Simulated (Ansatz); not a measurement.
Consider SrNbO3 (Pm-3m).

The structure is cubic, space group Pm-3m (No. 221). The conventional cell has a = 3.997 Å, b = 3.997 Å, c = 3.997 Å, α = 90.00°, β = 90.00°, γ = 90.00°. Sr has 12 O at 2.83 Å nearest. Nearest to Nb lie 6 O at 2.00 Å. O has 2 Nb at 2.00 Å and 4 Sr at 2.83 Å nearest. Farther neighbours and most contacts between anions are not listed.

```xyz
5
Lattice="0.0000 -3.9970 0.0000 0.0000 0.0000 3.9970 -3.9970 0.0000 0.0000" Properties=species:S:1:pos:R:3 pbc="T T T"
Sr    0.0000    0.0000    0.0000
Nb   -1.9985   -1.9985    1.9985
O     0.0000   -1.9985    1.9985
O    -1.9985   -1.9985    0.0000
O    -1.9985    0.0000    1.9985
```

 The program's search for lower electronic states was switched off, so nothing shows that the state found is the lowest. PAW set soft_2, made with PBE.

A constrained-RPA run (Ansatz 0.2.0; non-magnetic LDA; Nb t2g + anion p, bands v10 to c2, 4×4×4 mesh, medium accuracy) builds 12 functions on bands 11 eV wide, with 19.0 electrons in the window. The bare on-site interaction is 12.8 eV and the bare J 0.54 eV.

**Question.** Estimate U, U′ and J.

On the Nb t2g shell, U = 4.77 eV (37 % of the bare value), U′ = 4.01 eV, J = 0.41 eV.

The parent state is non-magnetic and the interaction static (zero frequency); U depends on the window and the orbitals, so it belongs to this model alone. A window that holds the anion p bands defines a model with explicit ligands; its U belongs to that model and is not the U of DFT+U.

[Paths, hosts, dates, memory and timing lines, banners, echoed tables and standing remarks are left out of the program output.]

[Logs are printed without paths, hosts, clocks, repeated set-up lines and the standing remarks that a program may print on its own settings, such as how far it seeks lower states.]

[Runs of the session that timed out or met a known fault of the program may be left out.]

[Hosts, paths, dates, database ids (printed as entryN), source tags and the programs' standing remarks are cut or masked in the printed files.]
